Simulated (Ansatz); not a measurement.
**SrBe (hypothetical, Pm-3m): thermal expansion from first principles**

Aim: the lattice, expansion, heat capacity and bulk modulus of SrBe (hypothetical) as it warms. The compound is hypothetical: it was made by swapping elements on a known structure type.

Method: DFT PBEsol, scalar-relativistic, plane waves, PAW, in Ansatz 0.2.0.

## 1. Set-up

Symmetry: Pm-3m, No. 221, cubic system. The conventional cell has a = 3.690 Å, b = 3.690 Å, c = 3.690 Å, α = 90.00°, β = 90.00°, γ = 90.00°. Nearest to Sr lie 8 Be at 3.20 Å. Nearest to Be lie 8 Sr at 3.20 Å. Farther neighbours are not listed.

Coordinates:

```cif
data_structure
_symmetry_space_group_name_H-M 'Pm-3m'
_symmetry_Int_Tables_number 221
_cell_length_a 3.6896
_cell_length_b 3.6896
_cell_length_c 3.6896
_cell_angle_alpha 90.000
_cell_angle_beta 90.000
_cell_angle_gamma 90.000
_cell_volume 50.23
loop_
_atom_site_label
_atom_site_type_symbol
_atom_site_symmetry_multiplicity
_atom_site_Wyckoff_symbol
_atom_site_fract_x
_atom_site_fract_y
_atom_site_fract_z
_atom_site_occupancy
Sr1 Sr 1 b 0.50000 0.50000 0.50000 1
Be1 Be 1 a 0.00000 0.00000 0.00000 1
```

## 2. A first coarse run

A cheap single point shows whether the cell is a metal or an insulator and how far it is from rest; that sets the k-mesh and the occupations of what follows.

File input.yaml:

```yaml
crystal:
  lattice:
    - [3.68962, 0.0, 0.0]
    - [0.0, 3.68962, 0.0]
    - [0.0, 0.0, 3.68962]
  atoms:
    - { symbol: Sr, position: [0.5, 0.5, 0.5] }
    - { symbol: Be, position: [0.0, 0.0, 0.0] }
kpoints:
  mp_grid: { grid: [6, 6, 6] }
hamiltonian:
  xc: pbesol
scf:
  occupations: { method: gaussian, width: 0.1 }
output:
  forces: true
  stress: true
  eigenvalues: true
```

Launch:

```bash
ansatz run input.yaml --threads 4 --pin off --max-ram 8192MiB --backend cpu --events-out ev --progress --plain --runs-dir out
```

Numbers of over 12 decimals in the logs are rounded to 6 here.

What it wrote:

```text
Engine: ansatz 0.2.0, aarch64-unknown-linux-gnu
Pseudopotentials: kind: paw
Pseudopotential: Sr, paw, valence charge 10, recommended cutoff 420 eV (normal), Sr.paw.azcp
Pseudopotential: Be, paw, valence charge 2, recommended cutoff 420 eV (normal), Be.paw.azcp
Functional definition: PBEsol
  exchange = pbesol_x
  correlation = pbesol_c
Crystal: 2 atoms, lattice volume = 50.228 Å³
Basis set: ecut = 420 eV, 1021 PW (Γ), exchange–correlation on 50×50×50 points (8 copies of the dense FFT grid, shifted against one another)
Bands: 10, of which v1, the nominal top of the filled ones, is band 6 counted from 1 (5 counted from 0)
Symmetry: 48 space group operations
Space group: Pm-3m (ITA 221), of the structure as read, at distance tolerance 3.7e-5 Å
k-points: 20 of 216
Non-local potential: Sr, projectors of the file, l = 0: 3, l = 1: 2, l = 2: 2
Non-local potential: Be, projectors of the file, l = 0: 2, l = 1: 2, l = 2: 1
PAW form: soft (Blöchl's): semilocal exchange-correlation on the pseudo side does not see the compensation charge
PAW frozen core: Sr, regenerated for the run's functional, and the local potential with it (the file was generated under x = pbe(κ = 0.804, μ = 0.219515), c = pbe(β = 0.066725))
PAW frozen core: Be, regenerated for the run's functional, and the local potential with it (the file was generated under x = pbe(κ = 0.804, μ = 0.219515), c = pbe(β = 0.066725))
PAW one-centre angular grid: Sr, 110 points (default); XC on 64 Gauss nodes
PAW one-centre angular grid: Be, 110 points (default); XC on 64 Gauss nodes
Initial density: superposition of atomic densities (neutral atoms: chi_scale 0, normalization atom), corrected by the library's trained network
Initial wavefunctions: pseudopotential atomic-orbital guess
Functional: x = pbesol(κ = 0.804, μ = 0.123457), c = pbesol(β = 0.046)
SCF iter   1: F=—  HF=-3581.496835 eV  |F-HF|=—  |Δ(HF+E_count)|=         —  Δρ=2.02e-3  dr2=2.53e-3  ethr=1.77e-3  ⟨swp⟩=6.5  Hψ=1584  notcnv=0
preconditioner: auto → none  [insulator: Δε(μ)=0.301 eV  Ē_g=4.634 eV  σ=0.100 eV  W_gap=0.81  n_scr=6 (ndim 8)  ℏωp=10.5 eV  f_vac=0.000  D(μ)=0.65/eV (n_scr^D=0)  ε∞_Penn≈6.1]
SCF iter   2: F=—  HF=-3581.496650 eV  |F-HF|=—  |Δ(HF+E_count)|=   1.85e-4  Δρ=9.05e-4  dr2=3.37e-4  ethr=2.11e-5  ⟨swp⟩=2.4  Hψ=452  notcnv=0
SCF iter   3: F=—  HF=-3581.496660 eV  |F-HF|=—  |Δ(HF+E_count)|=   9.55e-6  Δρ=2.20e-4  dr2=1.51e-5  ethr=2.81e-6  ⟨swp⟩=2.5  Hψ=325  notcnv=0
SCF iter   4: F=—  HF=-3581.496716 eV  |F-HF|=—  |Δ(HF+E_count)|=   5.69e-5  Δρ=7.60e-5  dr2=1.09e-6  ethr=1.25e-7  ⟨swp⟩=2.7  Hψ=304  notcnv=0
iter 5 did not close the SCF: its close was put off for the readings that it lacked (scf_convergence_deferred on its scf_iter line)
SCF iter   5: F=-3581.496717 eV  HF=-3581.496717 eV  |F-HF|=2.99e-8  |Δ(HF+E_count)|=   5.47e-7  Δρ=1.06e-5  dr2=4.30e-8  ethr=9.06e-9  ⟨swp⟩=2.4  Hψ=317  notcnv=0
SCF iter   6: F=-3581.496717 eV  HF=-3581.496717 eV  |F-HF|=1.44e-9  |Δ(HF+E_count)|=   1.70e-8  Δρ=2.64e-6  dr2=2.26e-9  ethr=3.58e-10  ⟨swp⟩=4.3  Hψ=946  notcnv=0
SCF 1 converged in 6 iterations: F = -3581.496717 eV  dr2 = 2.26e-9
  greatest PAW one-centre occupation: 0.988 electrons in one spin orbital (limit 2), on the Sr atom at site 0 (counted from 0), in its partial waves of l = 0
SCF converged after 6 iterations
Free energy (F): -3581.496717 eV
Harris-Foulkes:  -3581.496717 eV  (|F-HF|=1.44e-9)
Internal energy: -3581.493445 eV  (E = F + TS)
E sigma→0 (E₀):  -3581.495081 eV
Entropy (-TS):   -0.003272 eV (-1.636 meV/atom)
Fermi energy:    6.339271 eV
--- Per-component energies (eV) ---
  E_band       = -102.170007
  E_kinetic    = 260.469553
  E_local      = -694.954820  (includes V_loc(G=0)·N_el)
  E_nonlocal   = 209.010173
  E_hartree    = 172.586902
  E_xc         = -188.639561
  E_vxc        = -178.958511  (∫ρ·V_xc dr)
  E_paw        = -2701.705636  (= ΣΔE_a)
  E_vpaw       = -42.911146  (= ΣTr[D̂ρ^β])
  E_aug_tail   = -0.000002  (compensation charges beyond the density's cutoff)
  E_ewald      = -638.403933
  E_core_change = 0.143879  (= ΣΔE_core)
  E_smearing   = -0.003272  (= −TS)
  E_closure    = 0.000000  (closes the sum)
  Σ components = -3581.496717   (vs F -3581.496717, Δ=0.00e0)
--- Forces (eV/Å), atoms counted from 1 ---
  atom   1  Sr    -0.00000000     0.00000000     0.00000000
  atom   2  Be    -0.00000000     0.00000000    -0.00000000
  max |Σ_I F_I| component: 1.37e-30 eV/Å
--- Stress (GPa, compression-positive) ---
        0.242827       0.000000       0.000000
        0.000000       0.242827       0.000000
        0.000000       0.000000       0.242827
  P = ⅓ Tr σ = 0.2428 GPa (2.428 kbar)
--- Band table (eV; the first three rows and the last of 20) ---
  k-point 0: bands = ["-28.5325", "-10.4149", "-10.4149", "-10.4149", "1.2257", "7.7698", "7.7698", "10.0200", "10.0200", "10.0200"]
  k-point 1: bands = ["-28.5241", "-10.5422", "-10.4030", "-10.4030", "1.5950", "7.1940", "7.9624", "9.5938", "9.5938", "10.3722"]
  k-point 2: bands = ["-28.5071", "-10.7849", "-10.3790", "-10.3790", "2.5837", "5.6642", "8.4319", "8.9365", "8.9365", "12.0315"]
  k-point 19: bands = ["-28.4340", "-10.7448", "-10.7448", "-10.7448", "5.3752", "5.3752", "5.3752", "6.8103", "12.3630", "12.3630"]
```

Elapsed: 3.2 s, on 4 threads of Arm Neoverse V2, shared host; peak memory 0.34 GiB.

In the SCF lines HF is the Harris–Foulkes energy and dr2 the Hartree energy of the density residual, in eV; the loop may stop once dr2 is under the threshold and the program's other checks hold. Hψ counts applications of the Hamiltonian.

This step gave:

```
pressure          : 0.2428 GPa
volume per atom   : 25.11 Å³
gap on the k-mesh : 0 eV
```

The start is under 0.24 GPa at this level and looks like a metal on this mesh.

## 3. Finding the static equilibrium

The vibrations must be taken about the equilibrium of this functional, not about the starting cell, so the structure is relaxed.

input.yaml, the sections that differ from step 2:

```yaml
kpoints:
  mp_grid: { grid: [12, 12, 12] }
relax:
  adjacent_minimum: "off"
  f_tol: 0.005
  max_steps: 80
  cell: { stress_tol: 0.05 }
# crystal, hamiltonian, scf, output: as in step 2
```

What it wrote:

```text
[...]
Crystal: 2 atoms, lattice volume = 50.228 Å³
Basis set: ecut = 420 eV, 1021 PW (Γ), exchange–correlation on 50×50×50 points (8 copies of the dense FFT grid, shifted against one another)
Bands: 10, of which v1, the nominal top of the filled ones, is band 6 counted from 1 (5 counted from 0)
Symmetry: 48 space group operations
[...]
k-points: 84 of 1728
[...]
SCF iter   1: F=—  HF=-3581.488223 eV  |F-HF|=—  |Δ(HF+E_count)|=         —  Δρ=1.79e-3  dr2=1.60e-3  ethr=1.77e-3  ⟨swp⟩=6.4  Hψ=6758  notcnv=0
[...]
SCF iter   6: F=-3581.488349 eV  HF=-3581.488349 eV  |F-HF|=6.72e-9  |Δ(HF+E_count)|=   9.70e-9  Δρ=6.46e-6  dr2=1.12e-8  ethr=8.33e-10  ⟨swp⟩=7.0  Hψ=4386  notcnv=0
SCF 1 converged in 6 iterations: F = -3581.488349 eV  dr2 = 1.12e-8
[...]
relax step   1: F+E_penalty+E_count = -3581.48834862 eV  Δ(F+E_penalty+E_count) = +0.000e0 eV  max|allowed force component| = 2.892e-30 eV/Å  Δτ_max = 0.0000 Å  P = +0.237 GPa  Ω = 50.228 Å³  (6 SCF iters, dr2 threshold 1.00e-7 eV, accepted)
Crystal: 2 atoms, lattice volume = 50.668 Å³
[...]
iter 1 solved again at ethr=1.59e-7 eV; its pass at ethr=3.10e-3 eV (dr2=1.90e-5 eV) is discarded
[...]
SCF iter   3: F=-3581.488597 eV  HF=-3581.488597 eV  |F-HF|=8.44e-8  |Δ(HF+E_count)|=   3.38e-7  Δρ=1.92e-5  dr2=1.15e-7  ethr=1.17e-9  ⟨swp⟩=6.9  Hψ=4508  notcnv=0
SCF 2 converged in 3 iterations: F = -3581.488597 eV  dr2 = 1.15e-7
relax step   2: F+E_penalty+E_count = -3581.48859721 eV  Δ(F+E_penalty+E_count) = -2.486e-4 eV  max|allowed force component| = 1.182e-30 eV/Å  Δτ_max = 0.0000 Å  P = -0.041 GPa  Ω = 50.668 Å³  energy of the carried Pulay correction = -1.903e-5 eV  (3 SCF iters, dr2 threshold 1.40e-7 eV, accepted)
[...]
SCF iter   4: F=-3581.488617 eV  HF=-3581.488617 eV  |F-HF|=9.09e-13  |Δ(HF+E_count)|=  8.28e-11  Δρ=1.88e-7  dr2=7.79e-12  ethr=1.00e-12  ⟨swp⟩=9.2  Hψ=5284  notcnv=0
SCF 3 converged in 4 iterations: F = -3581.488617 eV  dr2 = 7.79e-12
relax step   3: F+E_penalty+E_count = -3581.48861707 eV  Δ(F+E_penalty+E_count) = -1.987e-5 eV  max|allowed force component| = 1.046e-30 eV/Å  Δτ_max = 0.0000 Å  P = -0.040 GPa  Ω = 50.668 Å³  stress off target by 4.01e-2 GPa  SCF on the basis re-selected at this cell (its energy is not comparable with the rows above)  (4 SCF iters)
basis re-selected at this cell: Δ(F+E_penalty+E_count) = -1.987e-5 eV, ΔP = +0.001 GPa vs the last step (what re-selecting the basis moved, of the pressure what is left beyond the Pulay correction that the steps carried, after the strain that the cell walked since its last selection, with what the two solves' SCF thresholds leave and, on support functions, any second-order correction that the steps lacked; it is no m [...]
SCF converged after 4 iterations
Free energy (F): -3581.488617 eV
[...]
Internal energy: -3581.484413 eV  (E = F + TS)
E sigma→0 (E₀):  -3581.486515 eV
Entropy (-TS):   -0.004204 eV (-2.102 meV/atom)
Fermi energy:    6.410224 eV
[...]
--- Stress (GPa, compression-positive) ---
       -0.040057       0.000000      -0.000000
        0.000000      -0.040057       0.000000
       -0.000000       0.000000      -0.040057
  P = ⅓ Tr σ = -0.0401 GPa (-0.401 kbar)
--- Band table (eV; the first three rows and the last of 84) ---
[...]
--- Relaxed structure (2 steps of the walk, 2 accepted, 1 SCFs on fresh bases) ---
  F+E_penalty+E_count = -3581.48861707 eV   max|allowed force component| = 1.046e-30 eV/Å   (the final SCF, on the basis selected at the relaxed cell)
  cell:  # Å, volume = 50.6682 Å³
    - [3.700370, 0.0, 0]
    - [0.0, 3.700370, 0.0]
    - [0, 0.0, 3.700370]
  atoms:
    - { symbol: Sr, position: [0.5, 0.5, 0.5] }
    - { symbol: Be, position: [0, 0, 0] }
```

Elapsed: 2.1 s, on 4 threads; peak memory 0.42 GiB.

Step by step:

| step | energy less that of the first step (eV) | largest force component (eV/Å) | pressure (GPa) | volume (Å³) |
| --- | --- | --- | --- | --- |
| 1 | 0.0000 | 0.0000 | 0.24 | 50.23 |
| 2 | -0.0002 | 0.0000 | -0.04 | 50.67 |
| 3* | -0.0003 | 0.0000 | -0.04 | 50.67 |

Relaxation steps marked * repeat the geometry before them on a plane-wave basis chosen anew for their cell, so energy and pressure can jump there.

Forces are held to the 48 operations that the run works with; a distortion that breaks them can't arise in this run.

| conventional cell, symmetrised | before | after | change |
| --- | --- | --- | --- |
| a (Å) | 3.690 | 3.700 | +0.3 % |
| b (Å) | 3.690 | 3.700 | +0.3 % |
| c (Å) | 3.690 | 3.700 | +0.3 % |
| volume (Å³/atom) | 25.11 | 25.33 | +0.9 % |

Final coordinates:

```
Sr Be
1.0
     3.70037    0.00000    0.00000
     0.00000    3.70037    0.00000
     0.00000    0.00000    3.70037
Sr Be
1 1
Direct
  0.50000 0.50000 0.50000
  0.00000 0.00000 0.00000
```

Numbers from this step:

- pressure: -0.04006 GPa
- volume per atom: 25.33 Å³

## 4. Relaxing to small residual forces and stress

The relaxation is repeated with tighter thresholds on force and stress, since phonons are sensitive to what is left; a change of mesh or smearing in the input moves the cell too.

File input.yaml:

```yaml
crystal:
  lattice:
    - [3.7003699115, 0.0, 0.0]
    - [0.0, 3.7003699115, 0.0]
    - [0.0, 0.0, 3.7003699115]
  atoms:
    - { symbol: Sr, position: [0.5, 0.5, 0.5] }
    - { symbol: Be, position: [0.0, 0.0, 0.0] }
kpoints:
  mp_grid: { grid: [12, 12, 12] }
hamiltonian:
  xc: pbesol
scf:
  occupations: { method: methfessel_paxton, width: 0.2 }
output:
  forces: true
  stress: true
  eigenvalues: true
  write_density: true
  write_potential: true
  elf: true
  volumetric_format: npy
relax:
  adjacent_minimum: "off"
  f_tol: 0.001
  max_steps: 60
  cell: { stress_tol: 0.01 }
```

What it wrote:

```text
[...]
Crystal: 2 atoms, lattice volume = 50.668 Å³
Basis set: ecut = 420 eV, 1021 PW (Γ), exchange–correlation on 50×50×50 points (8 copies of the dense FFT grid, shifted against one another)
Bands: 10, of which v1, the nominal top of the filled ones, is band 6 counted from 1 (5 counted from 0)
Symmetry: 48 space group operations
[...]
k-points: 84 of 1728
[...]
SCF iter   1: F=—  HF=-3581.484157 eV  |F-HF|=—  |Δ(HF+E_count)|=         —  Δρ=1.81e-3  dr2=1.68e-3  ethr=1.77e-3  ⟨swp⟩=6.2  Hψ=6598  notcnv=0
[...]
SCF iter   6: F=-3581.484295 eV  HF=-3581.484295 eV  |F-HF|=3.96e-9  |Δ(HF+E_count)|=   2.58e-8  S|Δr|=    0.00e0  Δρ=5.20e-6  dr2=6.78e-9  ethr=8.33e-10  ⟨swp⟩=11.1  Hψ=6650  notcnv=0
SCF 1 converged in 6 iterations: F = -3581.484295 eV  dr2 = 6.78e-9
[...]
relax step   1: F+E_penalty+E_count = -3581.48429468 eV  Δ(F+E_penalty+E_count) = +0.000e0 eV  max|allowed force component| = 1.323e-30 eV/Å  Δτ_max = 0.0000 Å  P = -0.058 GPa  Ω = 50.668 Å³  (6 SCF iters, dr2 threshold 1.00e-7 eV, accepted)
Crystal: 2 atoms, lattice volume = 50.559 Å³
[...]
SCF iter   3: F=-3581.484316 eV  HF=-3581.484316 eV  |F-HF|=4.83e-9  |Δ(HF+E_count)|=   1.91e-8  S|Δr|=    0.00e0  Δρ=4.61e-6  dr2=6.87e-9  ethr=7.08e-11  ⟨swp⟩=8.6  Hψ=4759  notcnv=0
SCF 2 converged in 3 iterations: F = -3581.484316 eV  dr2 = 6.87e-9
relax step   2: F+E_penalty+E_count = -3581.48431616 eV  Δ(F+E_penalty+E_count) = -2.149e-5 eV  max|allowed force component| = 2.233e-30 eV/Å  Δτ_max = 0.0000 Å  P = +0.009 GPa  Ω = 50.559 Å³  energy of the carried Pulay correction = +4.667e-6 eV  (3 SCF iters, dr2 threshold 8.49e-9 eV, accepted)
[...]
SCF iter   6: F=-3581.484311 eV  HF=-3581.484311 eV  |F-HF|=1.36e-12  |Δ(HF+E_count)|=  2.73e-12  S|Δr|=    0.00e0  Δρ=5.72e-9  dr2=1.28e-14  ethr=1.00e-12  ⟨swp⟩=6.0  Hψ=3562  notcnv=0
SCF 3 converged in 6 iterations: F = -3581.484311 eV  dr2 = 1.28e-14
relax step   3: F+E_penalty+E_count = -3581.48431146 eV  Δ(F+E_penalty+E_count) = +4.706e-6 eV  max|allowed force component| = 2.104e-30 eV/Å  Δτ_max = 0.0000 Å  P = +0.009 GPa  Ω = 50.559 Å³  stress off target by 8.84e-3 GPa  SCF on the basis re-selected at this cell (its energy is not comparable with the rows above)  (6 SCF iters)
basis re-selected at this cell: Δ(F+E_penalty+E_count) = +4.706e-6 eV, ΔP = -0.000 GPa vs the last step (what re-selecting the basis moved, of the pressure what is left beyond the Pulay correction that the steps carried, after the strain that the cell walked since its last selection, with what the two solves' SCF thresholds leave and, on support functions, any second-order correction that the steps lacked; it is no m [...]
SCF converged after 6 iterations
Stability not checked: this state was not tested for a lower state beside it, because cold or Methfessel-Paxton smearing, or corrected tetrahedra, fill the levels in a way that the test cannot read (fill_not_monotonic; see scf.lower_state_search)
Free energy (F): -3581.484311 eV
[...]
Internal energy: -3581.488626 eV  (E = F + TS)
E sigma→0 (E₀):  -3581.485390 eV
Entropy (-TS):   0.004315 eV (2.157 meV/atom)
Fermi energy:    6.416175 eV
[...]
--- Stress (GPa, compression-positive) ---
        0.008844      -0.000000      -0.000000
       -0.000000       0.008844       0.000000
       -0.000000       0.000000       0.008844
  P = ⅓ Tr σ = 0.0088 GPa (0.088 kbar)
--- Band table (eV; the first three rows and the last of 84) ---
[...]
--- Relaxed structure (2 steps of the walk, 2 accepted, 1 SCFs on fresh bases) ---
[...]
cell:  # Å, volume = 50.5591 Å³
    - [3.697713, 0, 0]
    - [0, 3.697713, 0.0]
    - [0, 0.0, 3.697713]
  atoms:
    - { symbol: Sr, position: [0.5, 0.5, 0.5] }
    - { symbol: Be, position: [0.0, 0, 0] }
```

Run time: 2.2 s. Hardware: 4 threads; peak memory 0.42 GiB.

Little changed from the start: no atom moved by 0.005 Å and no cell edge by 0.1 %.

Numbers from this step:

| Property | Result |
| --- | --- |
| pressure | 0.008844 GPa |
| volume per atom | 25.28 Å³ |

Electrostatic potential energy in the ac plane at fractional y = 0.500, with atoms of Sr within 0.2 Å of it. With pseudopotentials it is smooth inside the atoms' cores, unlike the true potential.

Ten even steps from '_' (-141 eV) to '@' (10 eV), each cell a mean:
```
@@@@@@@@@@@@@@@@@@@@@@@@@@@@
@@@@@@@@@@@@@@@@@@@@@@@@@@@@
@@@@@@@@@@@@@@@@@@@@@@@@@@@@
@@@@@@@@@@%%####%%%%@@@@@@@@
@@@@@@@@%%##++==++##%%@@@@@@
@@@@@@@@##==..__::++%%@@@@@@
@@@@@@%%##--______==##@@@@@@
@@@@@@%%##==____..++##@@@@@@
@@@@@@@@%%**==--==##%%@@@@@@
@@@@@@@@@@%%######%%@@@@@@@@
@@@@@@@@@@@@%%%%@@@@@@@@@@@@
@@@@@@@@@@@@@@@@@@@@@@@@@@@@
@@@@@@@@@@@@@@@@@@@@@@@@@@@@
@@@@@@@@@@@@@@@@@@@@@@@@@@@@
```
Columns run along a (3.7 Å; values clipped at the 3rd and 97th percentile), rows up along c (3.7 Å). Atoms in or near the plane, at fractional coordinates: Sr at (0.50, 0.50).

ELF in the ac plane at fractional y = 0.500, with atoms of Sr within 0.2 Å of it. It is the smooth field of the valence electrons, not physical close to the nuclei.

Ten even steps from '0' (0.04) to '9' (0.84), each cell a mean:
```
77531000001467
65310000000246
43101245421024
21014899974101
00038999997200
00169964799400
00179820499500
00169942699400
00048998998200
21025899984101
42102467631013
65310011100135
76521000001357
77642000002467
```
Columns run along a (3.7 Å), rows up along c (3.7 Å). Atoms in or near the plane, at fractional coordinates: Sr at (0.50, 0.50).

Valence density in the ac plane at fractional y = 0.500, with atoms of Sr within 0.2 Å of it. It is the smooth field of the valence electrons, not physical close to the nuclei.

Ten even steps from '_' (0.1 e/Å³) to '@' (2.6 e/Å³), each cell a mean:
```
____________________________
____________________________
____________....____________
________..::====--::________
________::++%%@@##==::______
______..==%%@@@@@@##--______
______..++@@%%**@@@@==..____
______..++@@@@%%@@%%==..____
______..--**@@@@%%++::______
________..--++++==::..______
__________........__________
____________________________
____________________________
____________________________
```
Columns run along a (3.7 Å), rows up along c (3.7 Å). Atoms in or near the plane, at fractional coordinates: Sr at (0.50, 0.50).

The residual pressure is 0.0088 GPa, small enough for phonons.

[end of part 1 of 4]

[Logs are printed without paths, hosts, clocks, repeated set-up lines and the standing remarks that a program may print on its own settings, such as how far it seeks lower states.]

[Hosts, paths, dates, database ids (printed as entryN), source tags and the programs' standing remarks are cut or masked in the printed files.]

[A step with changed settings may run another functional than the one named; its input shows which.]

[Pressures of single members of a volume series are the stress at the run's cutoff; with an incomplete basis they can lie off −dE/dV of the same runs, and they are not shown converged.]
